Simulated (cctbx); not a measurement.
**TiIn2Te4 across an absorption edge**

Space group Pnma (no. 62), a = 12.5180 Å, b = 3.9780 Å, c = 14.5790 Å, α = 90.00°, β = 90.00°, γ = 90.00°.

| atom | mult. | x | y | z | Ueq (Å²) |
| --- | --- | --- | --- | --- | --- |
| Te1 | 4 | 0.9082 | 1/4 | 0.9258 | 0.0099 |
| Te2 | 4 | 0.0375 | 1/4 | 0.2812 | 0.0090 |
| Te3 | 4 | 0.6240 | 1/4 | 0.9722 | 0.0109 |
| Te4 | 4 | 0.7029 | 1/4 | 0.6528 | 0.0090 |
| In1 | 4 | 0.9135 | 1/4 | 0.5942 | 0.0096 |
| In2 | 4 | 0.9476 | 1/4 | 0.1089 | 0.0097 |
| Ti1 | 4 | 0.2628 | 1/4 | 0.1809 | 0.0140 |

The model was made for the exercise: a known structure type with other elements put in, its volume estimated, not relaxed; displacement parameters are assumed.

Calculated with cctbx: free-atom f′ and f″ from the Sasaki tables, no fine structure; amplitudes in electrons.

```csv
E (eV),F 1 0 1,F 1 0 3,F 3 0 2,F 0 1 1
27340,6.3,76.7,87.7,2.8
27690,6.2,75.8,82.6,3.0
27820,6.1,75.1,78.2,3.1
27880,6.1,74.4,73.8,3.3
27910,6.0,73.7,69.5,3.5
27925,6.0,73.1,65.3,3.6
27932,5.9,72.5,61.4,3.8
27936,5.9,71.9,57.9,3.9
27944,5.8,71.0,55.3,4.2
27948,5.9,72.0,61.6,3.9
27955,5.9,72.9,67.2,3.7
27970,6.0,73.7,72.1,3.4
28000,6.1,74.5,76.8,3.2
28090,6.2,75.4,82.9,2.9
28340,6.2,76.4,89.7,2.6
```

**Question.** Which edge is crossed, and why do the reflections move as they do?

The K edge of In. The edge is at 27940 eV. f′ of In falls from -4.8 e at 27820 eV to -7.8 e at 4 eV below it, and f″ steps from 0.56 to 3.58 e across it. Over that approach |F| changes by -3 % (1 0 1), -4 % (1 0 3), -26 % (3 0 2) and +26 % (0 1 1): a reflection falls where In scatters in phase with the total and rises where it scatters against it; it hardly moves where the In term is small or cancels by symmetry. Above the edge the larger f″ enters the imaginary part, where it can add to or cancel the other atoms' f″. The structure is centrosymmetric, so Friedel mates stay equal.

[Logs are printed without paths, hosts, clocks, repeated set-up lines and the standing remarks that a program may print on its own settings, such as how far it seeks lower states.]
